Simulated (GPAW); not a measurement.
# ZnS (P6_3mc): refractive index against wavelength

The refractive index of ZnS (P6_3mc) along x below the direct gap (2.24 eV on the mesh) is read from one computed spectrum, n = √(Re ε). x, y and z are the Cartesian axes of the input cell.

The structure is hexagonal, space group P6_3mc (No. 186). The conventional cell has a = 3.811 Å, b = 3.811 Å, c = 6.234 Å, α = 90.00°, β = 90.00°, γ = 120.00°. Around Zn on site b lie 4 S at 2.31 to 2.40 Å. S on site b has 4 Zn at 2.31 to 2.40 Å as nearest neighbours.

Method: GPAW 26.7.0, PBE, RPA, k-mesh 9×9×5, local fields up to 50 eV, Lorentzian half width 0.12 eV.

Launch of the response step: `OMP_NUM_THREADS=1 python df.py`. The run took 8.0 min, its band step included, on 1 thread of Arm Neoverse N1 (shared host).

```tsv
wavelength (nm)	photon energy E (eV)	n
3000	0.413	2.3629
2000	0.620	2.3701
1550	0.800	?
1310	0.946	2.3880
1064	1.165	2.4053
850	1.459	2.4372
```

In the single-oscillator model n² − 1 = E₀E_d/(E₀² − E²), so 1/(n² − 1) = E₀/E_d − E²/(E₀E_d) is linear in E².

Working, on the rows shown:

| x = E² (eV²) | y = 1/(n² − 1) |
| --- | --- |
| 0.170801 | 0.218184 |
| 0.384302 | 0.216573 |
| 0.895757 | 0.212651 |
| 1.35784 | 0.208966 |
| 2.12762 | 0.202431 |

Means: x̄ = 0.98727, ȳ = 0.21176. Σ(x − x̄)(y − ȳ) = -0.0199, Σ(x − x̄)² = 2.476. Slope = -0.0199 / 2.476 = -0.008037; intercept = ȳ − slope · x̄ = 0.2197. Turned back into n, the line misses the rows shown by at most 0.00087.

Problem. Predict the last column of the withheld row from the fit.

Solution. At x = 0.63984 the line gives y = 0.21455, that is 2.3793. The run gave 2.3789, so the interpolation is off by 0.00035, 0.5 % of the range in the table.

Refitted with all rows, the slope is -0.008046 and the intercept 0.21972. These give E₀ = √(intercept/−slope) = 5.23 eV and E_d = E₀/intercept = 23.8 eV; E₀ is 2.3 times the direct gap. The electronic limit at long wavelengths, without lattice vibrations, is n = √(1 + 1/intercept) = 2.356. The cell comes from an older database entry, whose edges can be off by a per cent or so. Excitons are left out; PBE gaps are as a rule too small. The values come from a sum over the points of one k-mesh and carry its error, which grows as the direct gap shrinks.

[Logs are printed without paths, hosts, clocks, repeated set-up lines and the standing remarks that a program may print on its own settings, such as how far it seeks lower states.]
